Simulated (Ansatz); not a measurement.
# ReS2 monolayer (2H): phonons and vibrational spectra, part 2 of 2

How does ReS2 monolayer (2H) vibrate, and is this structure a minimum?

Ansatz 0.2.0; DFT PBEsol, scalar-relativistic, plane waves, PAW.

So far. Step 3 (Relaxing to small forces for the phonons): The largest force component left is 0.11 meV/Å, within the tolerances set. Step 4 (Zone-centre response): Before it was imposed, the acoustic sum rule was missed by 2.6e-5 eV/Å². Small misses are needed for a sound result but don't prove that mesh and cutoff are converged. The lowest optical mode is real, 242 cm⁻¹.

## (5) The dispersion (continued)

Interpolated from a 6×6×1 q mesh. The phonon branches at the labelled points (cm⁻¹):

| point | branch 1 | branch 2 | branch 3 | branch 4 | branch 5 | branch 6 | branch 7 | branch 8 | branch 9 |
| --- | --- | --- | --- | --- | --- | --- | --- | --- | --- |
| Γ | 0 | 0 | 0 | 242 | 258 | 258 | 316 | 316 | 388 |
| halfway | 69 | 77 | 86 | 250 | 268 | 291 | 302 | 302 | 339 |
| M | -226 | -39 | 157 | 242 | 275 | 283 | 293 | 312 | 345 |
| halfway | -163 | 61 | 154 | 254 | 287 | 291 | 294 | 317 | 339 |
| K | -132 | 68 | 155 | 279 | 282 | 293 | 297 | 312 | 326 |
| halfway | -63 | 99 | 104 | 250 | 269 | 276 | 300 | 310 | 327 |
| Γ | 0 | 0 | 0 | 242 | 258 | 258 | 316 | 316 | 388 |

The phonon density of states has structure finer than the step of the table below, so its rows give means over 25 cm⁻¹, whole bins alone (the curve runs from -228 to 388 cm⁻¹). Peaks (cm⁻¹: height): 87.5: 0.0360, 152.5: 0.0414, 252.5: 0.068, 292.5: 0.138, 332.5: 0.0549.

Tetrahedra on a 24×24×1 mesh, mean over bins of 5 cm-1. Interpolated from a 6×6×1 q mesh. Table of phonon density of states by wavenumber; means over each step:

| wavenumber (cm⁻¹) | phonon density of states (1/cm⁻¹/cell) |
| --- | --- |
| -200 | 0.00292 |
| -175 | 0.00349 |
| -150 | 0.00477 |
| -125 | 0.00879 |
| -100 | 0.00396 |
| -75 | 0.00205 |
| -50 | 9.2e-4 |
| -25 | 0.00172 |
| 0 | 0.00289 |
| 25 | 0.00535 |
| 50 | 0.0112 |
| 75 | 0.0261 |
| 100 | 0.0191 |
| 125 | 0.00794 |
| 150 | 0.0176 |
| 175 | 0 |
| 200 | 0 |
| 225 | 0.00357 |
| 250 | 0.0360 |
| 275 | 0.0522 |
| 300 | 0.0916 |
| 325 | 0.0404 |
| 350 | 0.0126 |
| 375 | 0.00343 |

The partial phonon density of states has structure finer than the step of the table below, so its rows give means over 20 cm⁻¹, whole bins alone (the curve runs from -234 to 410 cm⁻¹). Peaks (cm⁻¹: height): Re -181.1: 0.00462, -120.4: 0.00781, 37.5: 0.00876, 82.0: 0.0240, 150.8: 0.0203, 300.6: 0.0151; S 252.0: 0.0465, 292.5: 0.0988, 333.0: 0.0417.

Phonopy on the run's constants, 21x21x1 mesh, Gaussian sigma 4.6 cm-1. Interpolated from a 6×6×1 q mesh. Table of partial phonon density of states by wavenumber; means over each step; values in 1/cm⁻¹/cell:

| wavenumber (cm⁻¹) | Re | S |
| --- | --- | --- |
| -220 | 0.00173 | 2.6e-4 |
| -200 | 0.00240 | 3.7e-4 |
| -180 | 0.00330 | 5.3e-4 |
| -160 | 0.00291 | 4.8e-4 |
| -140 | 0.00597 | 9.9e-4 |
| -120 | 0.00698 | 0.00123 |
| -100 | 0.00322 | 6.2e-4 |
| -80 | 0.00191 | 3.6e-4 |
| -60 | 0.00190 | 3.7e-4 |
| -40 | 1.0e-3 | 1.6e-4 |
| -20 | 8.4e-4 | 1.4e-4 |
| 0 | 0.00116 | 4.0e-4 |
| 20 | 0.00400 | 0.00105 |
| 40 | 0.00716 | 0.00187 |
| 60 | 0.0138 | 0.00336 |
| 80 | 0.0218 | 0.00505 |
| 100 | 0.0151 | 0.00371 |
| 120 | 0.00623 | 0.00201 |
| 140 | 0.0112 | 0.00322 |
| 160 | 0.00883 | 0.00221 |
| 180 | 1.2e-5 | 1.9e-6 |
| 200 | 0 | 0 |
| 220 | 6.1e-5 | 0.00115 |
| 240 | 0.00134 | 0.0237 |
| 260 | 9.1e-4 | 0.0385 |
| 280 | 0.00476 | 0.0613 |
| 300 | 0.0136 | 0.0745 |
| 320 | 0.00577 | 0.0370 |
| 340 | 0.00185 | 0.0278 |
| 360 | 6.6e-5 | 0.00434 |
| 380 | 9.6e-6 | 0.00308 |

Symmetry leaves 7 wavevectors to solve. The lowest mode among them, the acoustic zeros apart, lies at q = (0, -0.5, 0) and is imaginary, 226.3i cm⁻¹, so the energy falls along it.

## (6) Another isotope

An isotope changes the mass and not the force constants, so no new electronic calculation is needed; the shifts show which modes move this element.

The same force constants with the mass of S changed from 32.060 to 33.968 u (phonopy, no LO-TO term). Both lists are sorted by frequency; levels can cross, so a row need not hold one and the same mode. Modes under 3 cm⁻¹ are left out. Isotope shifts, by row:

| q | rank | natural mass (cm⁻¹) | changed mass (cm⁻¹) |
| --- | --- | --- | --- |
| 0 0 0 | 4 | 242.3 | 237.2 |
| 0 0 0 | 5 | 258.3 | 250.9 |
| 0 0 0 | 6 | 258.3 | 250.9 |
| 0 0 0 | 7 | 316.4 | 309.7 |
| 0 0 0 | 8 | 316.4 | 309.7 |
| 0 0 0 | 9 | 388.2 | 377.2 |
| 0 0.1667 0 | 1 | 44.02 | 43.67 |
| 0 0.1667 0 | 2 | 65.4 | 64.94 |
| 0 0.1667 0 | 3 | 90.82 | 90.27 |
| 0 0.1667 0 | 4 | 238.1 | 231.3 |
| 0 0.1667 0 | 5 | 264 | 256.5 |
| 0 0.1667 0 | 6 | 301.7 | 295.4 |
| 0 0.1667 0 | 7 | 307 | 299.9 |
| 0 0.1667 0 | 8 | 313 | 306.2 |
| 0 0.1667 0 | 9 | 360.8 | 350.6 |
| 0 0.3333 0 | 1 | -112.8 | -112.3 |
| 0 0.3333 0 | 2 | 78.14 | 77.75 |
| 0 0.3333 0 | 3 | 123.3 | 122.3 |
| 0 0.3333 0 | 4 | 253.6 | 247.1 |
| 0 0.3333 0 | 5 | 270.2 | 262.5 |
| 0 0.3333 0 | 6 | 291.8 | 284.8 |
| 0 0.3333 0 | 7 | 294.1 | 286.9 |
| 0 0.3333 0 | 8 | 294.8 | 287.1 |
| 0 0.3333 0 | 9 | 333.9 | 325.2 |
| 0 -0.5 0 | 1 | -226.3 | -225.5 |
| 0 -0.5 0 | 2 | -38.77 | -38.62 |
| 0 -0.5 0 | 3 | 156.8 | 156.2 |
| 0 -0.5 0 | 4 | 241.8 | 235.8 |
| 0 -0.5 0 | 5 | 275.4 | 267.5 |
| 0 -0.5 0 | 6 | 282.7 | 275.7 |
| 0 -0.5 0 | 7 | 292.6 | 284.3 |
| 0 -0.5 0 | 8 | 312.3 | 304.4 |
| 0 -0.5 0 | 9 | 345.1 | 335.4 |

A mode of this element alone would shift by -2.85 %. The highest zone-centre frequency without the field goes from 388.2 to 377.2 cm⁻¹ (-2.8 %). The product of the frequency ratios over all optical modes at Γ is 0.860; the product rule, (m/m′)^(3k/2) (M′/M)^(3/2) with k = 2 such atoms and M the mass of the cell, gives 0.860.

## (7) Results

| Quantity | Value |
| --- | --- |
| space group after relaxation (within 0.01 Å) | P-6m2 |
| area per atom | 2.60 Å² |
| electronic character | no gap on this mesh |
| highest optical mode at the zone centre (no LO-TO term) | 388 cm⁻¹ |
| lowest optical zone-centre mode | 242 cm⁻¹ |
| lowest mode on the q mesh (acoustic modes at Γ apart) | -226 cm⁻¹ |
| highest frequency on the path or at a solved wavevector | 388 cm⁻¹ |
| imaginary modes on the 6×6×1 q mesh | yes |

What this shows: Modes are clearly imaginary (beyond 10i cm⁻¹) at 5 of the 7 irreducible wavevectors, most at q = (0, -0.5, 0) (226.3i cm⁻¹), so this structure is not a minimum of the energy. The optical modes at Γ span 242 to 388 cm⁻¹. The highest mode in this list at Γ, 388.2 cm⁻¹, is mostly motion of S (100 % of the kinetic energy). With no gap, or one that is small against the smearing, the frequencies hang on the k mesh and the smearing, most of all near Kohn anomalies. The phonon runs are without spin polarisation, although the cell has an odd electron count. In a sheet or slab the interpolated bending branch near Γ is rough, since the rotational sum rule isn't imposed. Spin-orbit coupling is left out, which can matter for the heavy elements here. A phonon run warned that its eigensolver left some bands unconverged in a pass. The starting cell was built on a prototype and not taken from a measurement. These are harmonic frequencies at zero temperature: anharmonic shifts, linewidths and thermal expansion are left out.

[Hosts, paths, dates, database ids (printed as entryN), source tags and the programs' standing remarks are cut or masked in the printed files.]
